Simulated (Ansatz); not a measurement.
**Te3As2 (Kalgoorlieite): G0W0 under other settings**

Aim: change settings of a G0W0 run on Te3As2 (Kalgoorlieite) and see what moves.

Method: G0W0 on LDA, plane waves, PAW, in Ansatz 0.2.0.

## Step 1: Set-up

It takes space group C2/m (No. 12, monoclinic). The conventional cell has a = 14.357 Å, b = 4.020 Å, c = 9.899 Å, α = 90.00°, β = 95.11°, γ = 90.00°. Nearest to Te lie 3 As at 2.74 to 2.99 Å. Te has 3 As at 2.65 to 2.95 Å nearest. Te has 3 As at 2.76 to 2.82 Å nearest. As has 6 Te at 2.76 to 2.99 Å nearest. Nearest to As lie 3 Te at 2.65 to 2.74 Å. Farther neighbours and most contacts between anions are not listed.

The cell and positions come from the Crystallography Open Database and are kept as given unless a step says otherwise. Spin-orbit coupling is left out unless a step names it. The default PAW set here is soft_2. Its files were made with PBE.

## Step 2: The base run: 4×4×2 mesh, 497 empty bands, screening to 84 eV

Now the one-shot GW correction: screening in the RPA, then the self-energy of the levels asked for.

File input.yaml:

```yaml
crystal:
  lattice:
    - [7.17865, -2.00995, 0.0]
    - [7.17865, 2.00995, 0.0]
    - [-0.8811692412, 0.0, 9.859702925]
  atoms:
    - { symbol: Te, position: [0.0289, 0.0289, 0.2868] }
    - { symbol: Te, position: [0.9711, 0.9711, 0.7132] }
    - { symbol: Te, position: [0.7777, 0.7777, 0.339] }
    - { symbol: Te, position: [0.2223, 0.2223, 0.661] }
    - { symbol: Te, position: [0.3744, 0.3744, 0.0355] }
    - { symbol: Te, position: [0.6256, 0.6256, 0.9645] }
    - { symbol: As, position: [0.2026, 0.2026, 0.1408] }
    - { symbol: As, position: [0.7974, 0.7974, 0.8592] }
    - { symbol: As, position: [0.6133, 0.6133, 0.4406] }
    - { symbol: As, position: [0.3867, 0.3867, 0.5594] }
kpoints:
  mp_grid: { grid: [4, 4, 2] }
hamiltonian:
  xc: lda
scf:
  occupations: { method: fixed }
gw:
  n_empty_bands: 497
  ecut_chi: 84
  qp_bands: [v3, c3]
  qp_kpoints: band_edges
  screening: { model: contour_deformation }
```

On the command line:

```
> ansatz run input.yaml --threads 3 --pin off --max-ram 92160MiB --backend cuda --events-out ev --progress --plain --runs-dir out --devices 1 --max-vram 13GiB
```

Numbers of over 12 decimals in the logs are rounded to 6 here.

The log of the run:

```text
GPUs: using 1 of 1 available (devices: 1).
Engine: ansatz 0.2.0, x86_64-unknown-linux-gnu
Pseudopotentials: kind: paw
Pseudopotential: Te, paw, valence charge 16, recommended cutoff 420 eV (normal), Te.paw.azcp
Pseudopotential: As, paw, valence charge 15, recommended cutoff 420 eV (normal), As.paw.azcp
Functional definition: SPW92
  exchange = slater_x
  correlation = pw_c
device memory: the entry about to start is reckoned to put 5.0 GiB on a device that reports 32.7 GiB free (of which the cap on the GPU budget leaves the run 13.0 GiB)
GPU FFT provider: cuFFT
GPU libraries: cuBLAS 13.8.2, cuFFT 12.4.0, cuSOLVER 12.3.4
Crystal: 10 atoms, lattice volume = 284.526 Å³
Basis set: ecut = 420 eV, 5571 PW (Γ)
Bands: 94, of which v1, the nominal top of the filled ones, is band 78 counted from 1 (77 counted from 0)
Symmetry: 4 space group operations
Space group: C2/m (ITA 12), of the structure as read, at distance tolerance 6.6e-5 Å
k-points: 14 of 32
Non-local potential: Te, projectors of the file, l = 0: 2, l = 1: 2, l = 2: 2, l = 3: 2
Non-local potential: As, projectors of the file, l = 0: 2, l = 1: 2, l = 2: 3, l = 3: 1
PAW form: soft (Blöchl's): semilocal exchange-correlation on the pseudo side does not see the compensation charge
PAW frozen core: Te, regenerated for the run's functional, and the local potential with it (the file was generated under x = pbe(κ = 0.804, μ = 0.219515), c = pbe(β = 0.066725))
PAW frozen core: As, regenerated for the run's functional, and the local potential with it (the file was generated under x = pbe(κ = 0.804, μ = 0.219515), c = pbe(β = 0.066725))
PAW one-centre angular grid: Te, 590 points (default); XC on 64 Gauss nodes
PAW one-centre angular grid: As, 590 points (default); XC on 64 Gauss nodes
Initial density: superposition of atomic densities (neutral atoms: chi_scale 0, normalization atom), corrected by the library's trained network
Initial wavefunctions: pseudopotential atomic-orbital guess
GPU buffer pool allocated for 180000 grid points (all kernels)
GPU transforms: local potential and band sums: pruned to the plane-wave sphere, on 50×50×72
Functional: x = slater, c = lda
SCF iter   1: F=—  HF=-60057.877788 eV  |F-HF|=—  |Δ(HF+E_count)|=         —  Δρ=4.49e-3  dr2=4.18e-2  ethr=1.77e-3  ⟨swp⟩=4.9  Hψ=4143  notcnv=0  defer=179
preconditioner: auto → Resta (q_TF=auto, 2.468 Å⁻¹)  ε∞=4.5  [insulator: Δε(μ)=0.488 eV  Ē_g=8.765 eV  n_scr=66 (ndim 8)  ℏωp=16.5 eV  f_vac=0.017  ε∞_Penn≈4.5]
SCF iter   2: F=—  HF=-60057.860543 eV  |F-HF|=—  |Δ(HF+E_count)|=   1.72e-2  Δρ=2.40e-3  dr2=9.07e-3  ethr=2.68e-5  ⟨swp⟩=2.1  Hψ=1913  notcnv=0  defer=195
SCF iter   3: F=—  HF=-60057.857979 eV  |F-HF|=—  |Δ(HF+E_count)|=   2.56e-3  Δρ=5.41e-4  dr2=1.97e-3  ethr=5.82e-6  ⟨swp⟩=3.0  Hψ=2305  notcnv=0  defer=196
[...]
E_kinetic    = 1499.106532
  E_local      = -15037.653176  (includes V_loc(G=0)·N_el)
  E_nonlocal   = -4491.426288
  E_hartree    = 8896.740522
  E_xc         = -1058.714265
  E_vxc        = -946.624904  (∫ρ·V_xc dr)
  E_paw        = -34069.708558  (= ΣΔE_a)
  E_vpaw       = -1379.689820  (= ΣTr[D̂ρ^β])
  E_aug_tail   = -0.001168  (compensation charges beyond the density's cutoff)
  E_ewald      = -15808.574038
  E_core_change = 12.372887  (= ΣΔE_core)
  E_smearing   = -0.000000  (= −TS)
  E_closure    = -0.000000  (closes the sum)
  Σ components = -60057.857553   (vs F -60057.857553, Δ=0.00e0)
--- Band table (eV; the first three rows and the last of 14) ---
  k-point 0: bands = [... 74 lower, 8.3232, 8.3565, 8.5261, 8.5311, 10.0159, 10.2685, 10.5644, 10.7710, ... 12 higher]
  k-point 1: bands = [... 74 lower, 8.4280, 8.6151, 8.7356, 8.7826, 9.6984, 9.7778, 10.1381, 10.2908, ... 12 higher]
  k-point 2: bands = [... 74 lower, 8.1529, 8.3478, 8.5212, 8.7110, 10.0141, 10.3015, 10.3066, 10.4965, ... 12 higher]
  k-point 13: bands = [... 74 lower, 8.3681, 8.6265, 8.7234, 8.8128, 9.3450, 9.4316, 9.8836, 10.4459, ... 12 higher]
--- G₀W₀: contour deformation, 7 samples at zero and on the imaginary axis and 1 off it, 32 q-points, 497 empty bands' worth ---
  eigenvalues of the whole cell's RPA ε∞ on this k-mesh (on a slab, of 1 + 4πα/V) = 28.4739, 63.8546, 75.3516; static W/v taken at q = 0 is 0.013457
  gw.qp_kpoints: band_edges: 12 of 14 stored k-points solved, in 1 pass; an edge of the gap read off the rows below is read off those points alone
    valence top: of the k-points left out ik 11 came nearest to being solved in a further pass, in band 78 (counted from 1, as in the quasiparticle table): it holds the edge there only if its correction is more favourable than any solved in that band by at least 0.630 eV; those differ by 0.139 eV
    conduction bottom: of the k-points left out ik 4 came nearest to being solved in a further pass, in band 79 (counted from 1, as in the quasiparticle table): it holds the edge there only if its correction is more favourable than any solved in that band by at least 0.521 eV; those differ by 0.122 eV
    ik  band        ε_KS         Σx   Σc(E_QP)       V_xc       Z   E_QP_lin       E_QP  E_QP is
     0    76      8.3565   -15.1687     0.8536   -14.3978  0.7340     8.4389     8.4392  root
     0    77      8.5261   -15.1142     0.8384   -14.3499  0.7367     8.6001     8.6003  root
     0    78      8.5311   -14.8118     0.6240   -14.2739  0.7362     8.6171     8.6174  root
     0    79     10.0159   -11.2817    -3.2033   -14.8702  0.7388    10.4049    10.4010  root
     0    80     10.2685   -11.6386    -3.0857   -15.0819  0.7386    10.6296    10.6261  root
     0    81     10.5644   -10.8708    -3.2943   -14.4774  0.7286    10.8814    10.8767  root
     1    76      8.6151   -15.6325     0.5109   -15.2828  0.7393     8.7756     8.7762  root
     1    77      8.7356   -15.1693     0.8303   -14.3969  0.7374     8.7933     8.7935  root
[...]
13    78      8.8128   -14.7651     0.3148   -14.6093  0.7413     8.9712     8.9718  root
    13    79      9.3450   -10.7700    -3.0097   -14.1233  0.7456     9.6924     9.6885  root
    13    80      9.4316   -10.3776    -3.0997   -13.8175  0.7472     9.7755     9.7717  root
    13    81      9.8836   -10.6999    -2.9912   -13.9784  0.7385    10.1736    10.1709  root
[key lines of the parts left out:]
SCF converged after 8 iterations
Free energy (F): -60057.857553 eV
Fermi energy:    8.863055 eV
```

Run time: 45 s. Hardware: 1 × NVIDIA H100 80GB HBM3 (shared by 6 runs) with 3 threads of AMD EPYC 7R13 (Zen 3), shared host; peak memory 2.5 GiB.

In the SCF lines HF is the Harris–Foulkes energy and dr2 the Hartree energy of the density residual, in eV; the loop may stop once dr2 is under the threshold and the program's other checks hold. Hψ counts applications of the Hamiltonian.

Numbers from this step:

```
bands summed                                 : 575
RPA ε∞ on this mesh (eigenvalues)            : 28.47, 63.85, 75.35
plane waves in the screening matrix          : 483
q-points in the mesh                         : 32
G0W0 gap on the mesh                         : 0.6373 eV
k of the valence top                         : 0.25, 0.25, -0.5
k of the conduction bottom                   : -0.5, -0.5, 0
starting gap on the mesh                     : 0.4820 eV
Z at the valence top                         : 0.7432
Z at the conduction bottom                   : 0.7491
least direct G0W0 gap on the computed points : 0.7167 eV
```

The gap on the mesh goes from 0.48 eV to 0.64 eV, a correction of +0.16 eV, though a band edge has moved to another state.

## Step 3: Variant: no symmetry

Changes to input.yaml since step 2:

```diff
@@ -16,2 +16,3 @@
     - { symbol: As, position: [0.3867, 0.3867, 0.5594] }
+  symmetry: { detect: false }
 kpoints:
@@ -23,4 +24,4 @@
 gw:
-  n_empty_bands: 497
-  ecut_chi: 84
+  n_empty_bands: 300
+  ecut_chi: 60
   qp_bands: [v3, c3]
```

The log of the run:

```text
GPUs: using 1 of 1 available (devices: 1).
[...]
GPU FFT provider: cuFFT
GPU libraries: cuBLAS 13.8.2, cuFFT 12.4.0, cuSOLVER 12.3.4
Crystal: 10 atoms, lattice volume = 284.526 Å³
Basis set: ecut = 420 eV, 5571 PW (Γ)
Bands: 94, of which v1, the nominal top of the filled ones, is band 78 counted from 1 (77 counted from 0)
Symmetry: 1 space group operations
k-points: 20 of 32 (time reversal used)
[...]
GPU buffer pool allocated for 180000 grid points (all kernels)
[...]
SCF iter   1: F=—  HF=-60057.877736 eV  |F-HF|=—  |Δ(HF+E_count)|=         —  Δρ=4.49e-3  dr2=4.18e-2  ethr=1.77e-3  ⟨swp⟩=4.9  Hψ=5920  notcnv=0  defer=257
[...]
SCF iter   8: F=-60057.857553 eV  HF=-60057.857553 eV  |F-HF|=2.67e-8  |Δ(HF+E_count)|=   2.81e-8  Δρ=2.87e-6  dr2=4.33e-8  ethr=6.41e-11  ⟨swp⟩=11.4  Hψ=8657  notcnv=0
SCF 1 converged in 8 iterations: F = -60057.857553 eV  dr2 = 4.33e-8
[...]
NSCF: frozen V_eff on 20 k-points
[...]
G₀W₀ screening: q 1/20
[... further progress lines ...]
[...]
SCF converged after 8 iterations
Free energy (F): -60057.857553 eV
[...]
Internal energy: -60057.857553 eV  (E = F + TS)
E sigma→0 (E₀):  -60057.857553 eV
Fermi energy:    8.863056 eV
[...]
--- Band table (eV; the first three rows and the last of 20) ---
  k-point 0: bands = [... 74 lower, 8.3232, 8.3565, 8.5261, 8.5311, 10.0159, 10.2685, 10.5644, 10.7710, ... 12 higher]
  k-point 1: bands = [... 74 lower, 8.4280, 8.6151, 8.7356, 8.7826, 9.6984, 9.7778, 10.1381, 10.2908, ... 12 higher]
  k-point 2: bands = [... 74 lower, 8.1529, 8.3478, 8.5212, 8.7110, 10.0141, 10.3015, 10.3066, 10.4965, ... 12 higher]
  k-point 19: bands = [... 74 lower, 8.3681, 8.6265, 8.7234, 8.8128, 9.3450, 9.4316, 9.8836, 10.4459, ... 12 higher]
[...]
`?` marks the rows in doubt; gw_qp.tsv's column doubts and the gw_qp event give each row's grounds
[...]
0    76      8.3565   -15.1687     1.0566   -14.3978  0.7359     8.6401     8.6422  root
     0    77      8.5261   -15.1142     1.0405   -14.3499  0.7386     8.8005     8.8023  root
     0    78      8.5311   -14.8118     0.8238   -14.2739  0.7381     8.8150     8.8170  root
     0    79     10.0159   -11.2817    -2.9960   -14.8702  0.7416    10.6138    10.6084  root
     0    80     10.2685   -11.6386    -2.8704   -15.0819  0.7413    10.8478    10.8414  root
     0    81     10.5644   -10.8708    -3.1074   -14.4774  0.7311    11.0804    11.0636  root
     1    76      8.6151   -15.6325     0.7357   -15.2828  0.7415     8.9981     9.0011  root
     1    77      8.7356   -15.1693     1.0362   -14.3969  0.7394     8.9978     8.9993  root
[...]
3    81     10.5787   -10.4392    -3.2822   -14.2459  0.7373    11.1274    11.1033  root ?
[...]
7    81     10.5787   -10.4392    -3.2822   -14.2459  0.7373    11.1274    11.1033  root ?
[...]
9    79      9.4713   -10.7336    -2.9086   -14.1635  0.7467    10.0142     9.9926  root ?
[...]
19    78      8.8128   -14.7651     0.5235   -14.6093  0.7433     9.1778     9.1805  root
    19    79      9.3450   -10.7700    -2.8369   -14.1233  0.7475     9.8813     9.8615  root
    19    80      9.4316   -10.3776    -2.9315   -13.8175  0.7490     9.9566     9.9400  root
    19    81      9.8836   -10.6999    -2.8132   -13.9784  0.7405    10.3598    10.3490  root
```

It took 1.9 min on 1 × NVIDIA H100 80GB HBM3 (shared by 6 runs) with 3 threads; peak memory 2.2 GiB.

The G0W0 gap on the mesh is 0.593 eV.

Against the base:

| setting | base | variant |
| --- | --- | --- |
| empty bands | 497 | 300 |
| screening cutoff (eV) | 84 | 60 |
| symmetry detection | - | false |

| quantity | variant | base |
| --- | --- | --- |
| starting gap on the mesh | 0.482 | 0.482 |
| G0W0 gap on the mesh | 0.593 | 0.637 |
| least direct G0W0 gap on the computed points | 0.681 | 0.717 |
| Z at the valence top | 0.745 | 0.743 |
| Z at the conduction bottom | 0.751 | 0.749 |

## Step 4: Variant: static remainder

This step: G0W0 on LDA, plane waves, norm-conserving pseudopotentials.

Changes to input.yaml since step 3:

```diff
@@ -16,3 +16,2 @@
     - { symbol: As, position: [0.3867, 0.3867, 0.5594] }
-  symmetry: { detect: false }
 kpoints:
@@ -21,2 +20,3 @@
   xc: lda
+  pseudopotentials: { kind: nc }
 scf:
@@ -25,3 +25,3 @@
   n_empty_bands: 300
-  ecut_chi: 60
+  ecut_chi: 100
   qp_bands: [v3, c3]
@@ -29 +29,2 @@
   screening: { model: contour_deformation }
+  static_remainder: true
```

The log of the run:

```text
Warning: gw takes pair_densities: pseudo, which can misplace gaps by tens of per cent, since gw.static_remainder lacks the terms of the atoms
GPUs: using 1 of 1 available (devices: 1).
[...]
GPU FFT provider: cuFFT
GPU libraries: cuBLAS 13.8.2, cuFFT 12.4.0, cuSOLVER 12.3.4
Crystal: 10 atoms, lattice volume = 284.526 Å³
Basis set: ecut = 1120 eV, 24185 PW (Γ)
Bands: 94, of which v1, the nominal top of the filled ones, is band 78 counted from 1 (77 counted from 0)
Symmetry: 4 space group operations
[...]
k-points: 14 of 32
[...]
GPU buffer pool allocated for 972000 grid points (all kernels)
[...]
SCF iter   1: F=—  HF=-28606.419063 eV  |F-HF|=—  |Δ(HF+E_count)|=         —  Δρ=1.82e-2  dr2=1.17e0  ethr=3.10e-3  ⟨swp⟩=4.9  Hψ=4032  notcnv=0  defer=190
[...]
SCF iter   9: F=-28606.146700 eV  HF=-28606.146700 eV  |F-HF|=2.26e-9  |Δ(HF+E_count)|=   1.63e-9  Δρ=1.68e-6  dr2=8.78e-9  ethr=6.41e-11  ⟨swp⟩=13.4  Hψ=6287  notcnv=0
SCF 1 converged in 9 iterations: F = -28606.146700 eV  dr2 = 8.78e-9
[...]
G₀W₀ screening: q 1/14
[... further progress lines ...]
[...]
SCF converged after 9 iterations
Free energy (F): -28606.146700 eV
[...]
Internal energy: -28606.146700 eV  (E = F + TS)
E sigma→0 (E₀):  -28606.146700 eV
Fermi energy:    9.146649 eV
[...]
--- Band table (eV; the first three rows and the last of 14) ---
  k-point 0: bands = [... 74 lower, 8.6069, 8.6427, 8.8117, 8.8168, 10.2963, 10.5492, 10.8446, 11.0521, ... 12 higher]
  k-point 1: bands = [... 74 lower, 8.7073, 8.9017, 9.0206, 9.0654, 9.9831, 10.0619, 10.4199, 10.5697, ... 12 higher]
  k-point 2: bands = [... 74 lower, 8.4366, 8.6331, 8.8055, 8.9947, 10.2926, 10.5820, 10.5880, 10.7770, ... 12 higher]
  k-point 13: bands = [... 74 lower, 8.6518, 8.9114, 9.0062, 9.0964, 9.6288, 9.7146, 10.1657, 10.7267, ... 12 higher]
[...]
static-remainder magnitude (band-truncation diagnostic): 0.6988 eV
[...]
0    76      8.6427   -14.2854     1.2493   -12.4913  0.7334     8.0852     8.0978  root ?
     0    77      8.8117   -14.1823     1.2563   -12.3768  0.7362     8.2510     8.2626  root
     0    78      8.8168   -13.9725     0.9851   -12.4672  0.7359     8.2757     8.2966  root
     0    79     10.2963   -10.3009    -2.9003   -12.8768  0.7391     9.9729     9.9720  root
     0    80     10.5492   -10.7439    -2.7771   -13.1326  0.7388    10.1635    10.1608  root
     0    81     10.8446   -10.0233    -2.9346   -12.6233  0.7281    10.5133    10.5100  root
     1    76      8.9017   -14.7368     0.8948   -13.2585  0.7390     8.3097     8.3181  root
     1    77      9.0206   -14.2574     1.2478   -12.4221  0.7368     8.4235     8.4332  root
     1    78      9.0654   -14.5876     1.4712   -12.5425  0.7326     8.4813     8.4916  root
[...]
2    76      8.6331   -14.2312     1.3434   -12.3483  0.7326     8.0776     8.0936  root ?
[...]
3    76      8.6070   -14.2536     1.3799   -12.3451  0.7298     8.0526     8.0784  root ?
[...]
12    76      8.3452   -14.5672     1.3848   -12.6575  0.7247     7.7980     7.8204  root ?
    12    77      8.5826   -14.4382     1.5762   -12.3389  0.7240     8.0348     8.0595  root ?
[...]
13    78      9.0964   -13.8181     0.6676   -12.6668  0.7409     8.6011     8.6128  root
    13    79      9.6288    -9.9370    -2.7769   -12.4367  0.7458     9.3530     9.3516  root
    13    80      9.7146    -9.5539    -2.8842   -12.2029  0.7475     9.4805     9.4794  root
    13    81     10.1657    -9.8886    -2.6613   -12.2482  0.7384     9.8659     9.8640  root
```

The job ended after 95 s (1 × NVIDIA H100 80GB HBM3 (shared by 6 runs) with 3 threads; peak memory 4.3 GiB; 2.9 min of CPU time).

Against the base:

| setting | base | variant |
| --- | --- | --- |
| files | default PAW | norm-conserving |
| empty bands | 497 | 300 |
| screening cutoff (eV) | 84 | 100 |
| static remainder | - | true |

| quantity | variant | base |
| --- | --- | --- |
| starting gap on the mesh | 0.482 | 0.482 |
| G0W0 gap on the mesh | 0.699 | 0.637 |
| least direct G0W0 gap on the computed points | 0.739 | 0.717 |
| Z at the valence top | 0.743 | 0.743 |
| Z at the conduction bottom | 0.746 | 0.749 |

## Step 5: Summary of results

* base: 0.64 eV, 45 s
* no symmetry: 0.59 eV, 1.9 min
* static remainder: 0.70 eV, 95 s

No symmetry: the gap moves by −0.04 eV and the time by a factor of 2.5. The variant differs from the base in empty bands, screening cutoff and symmetry detection together, so the change can't be laid to one of them. Symmetry itself changes the cost, not the physics. Static remainder: the gap moves by +0.06 eV and the time by a factor of 2.1 (the plane-wave cutoff goes from 420 to 1120 eV); such settings are too crude to quote. The variant differs from the base in files, empty bands, screening cutoff and static remainder together, so the change can't be laid to one of them. This option needs pseudo pair densities, which the log warns can misplace gaps. All runs here use a coarse mesh and modest cutoffs; they test settings and are not final values. The 4×4×2 mesh is coarse for this cell (its supercell is 20 Å along the shortest edge). The RPA ε∞ on it, from the LDA start, is 28.47, 63.85 and 75.35; such meshes misread the long-range screening, most where the gap is narrow. The RPA ε∞ on this mesh reaches over 25; with a narrow direct gap a coarse mesh can overstate it, and the correction is then too small. The many-body steps are scalar-relativistic: spin-orbit coupling is not in them.

[Paths, hosts, dates, memory and timing lines, banners, echoed tables and standing remarks are left out of the program output.]

[Logs are printed without paths, hosts, clocks, repeated set-up lines and the standing remarks that a program may print on its own settings, such as how far it seeks lower states.]

[Runs of the session that timed out or met a known fault of the program may be left out.]

[Cells called generated may have been cut or substituted from an entry of the Crystallography Open Database or the Materials Project.]

[Hosts, paths, dates, database ids (printed as entryN), source tags and the programs' standing remarks are cut or masked in the printed files.]
